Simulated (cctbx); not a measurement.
# Absolute structure of Ag2GeF6

Space group P6_3mc (no. 186), a = 5.3770 Å, b = 5.3770 Å, c = 8.5180 Å, α = 90.00°, β = 90.00°, γ = 120.00°.

```
atom  mult.       x       y       z  Ueq (Å²)
 Ag1      2     1/3     2/3  0.8746    0.0100
 Ag2      2       0       0  0.5943    0.0098
 Ge1      2     1/3     2/3  0.2425    0.0072
  F1      6  0.8136  0.1864  0.8656    0.0185
  F2      6  0.4848  0.5152  0.1434    0.0157
```

The model is made up (kin elements in a known structure type, no relaxation), so it says nothing on whether the phase exists.

Data sets are simulated with cctbx and refined with Bijvoet mates kept apart; Flack x is then fitted as the share of an inverted twin with the atoms fixed, Hooft y from the Bijvoet differences. The group is acentric but holds improper operations, so there is an absolute structure (orientation) and no hand.

Untwinned crystal. What Flack and Hooft values should come out?

```
  λ (Å)  extinction (unmodelled)  d min (Å)  top counts  error (%)     model      R1  Flack x   s.u.  Hooft y   s.u.  pairs
0.71073                      0.3       0.77       40000          3  as given  0.0106    0.003  0.018   -0.003  0.010    100
0.71073                      0.3       0.77       40000          3  inverted  0.0340    0.985  0.019    1.019  0.010    100
1.54184                        0       0.83       70000        1.5  as given  0.0036    0.006  0.006    0.001  0.004     83
```

With Mo Kα, x is within 3 s.u. of 0, so the absolute structure is right. With Cu Kα, x is within 3 s.u. of 0, so the absolute structure is right. Inverting the model turns x into about 1 − x.

A further crystal gives:

| λ (Å) | extinction (unmodelled) | d min (Å) | top counts | error (%) | model | R1 | Flack x | s.u. | Hooft y | s.u. | pairs |
| --- | --- | --- | --- | --- | --- | --- | --- | --- | --- | --- | --- |
| 0.4959 | 0 | 0.77 | 40000 | 6 | as given | 0.0111 | 0.31 | 0.03 | 0.314 | 0.029 | 100 |

**Question.** What is it?

It was simulated as an inversion twin with a fraction 0.3 of the inverted domain. Flack x is over 3 s.u. from both 0 and 1 and reads that fraction.

[Logs are printed without paths, hosts, clocks, repeated set-up lines and the standing remarks that a program may print on its own settings, such as how far it seeks lower states.]
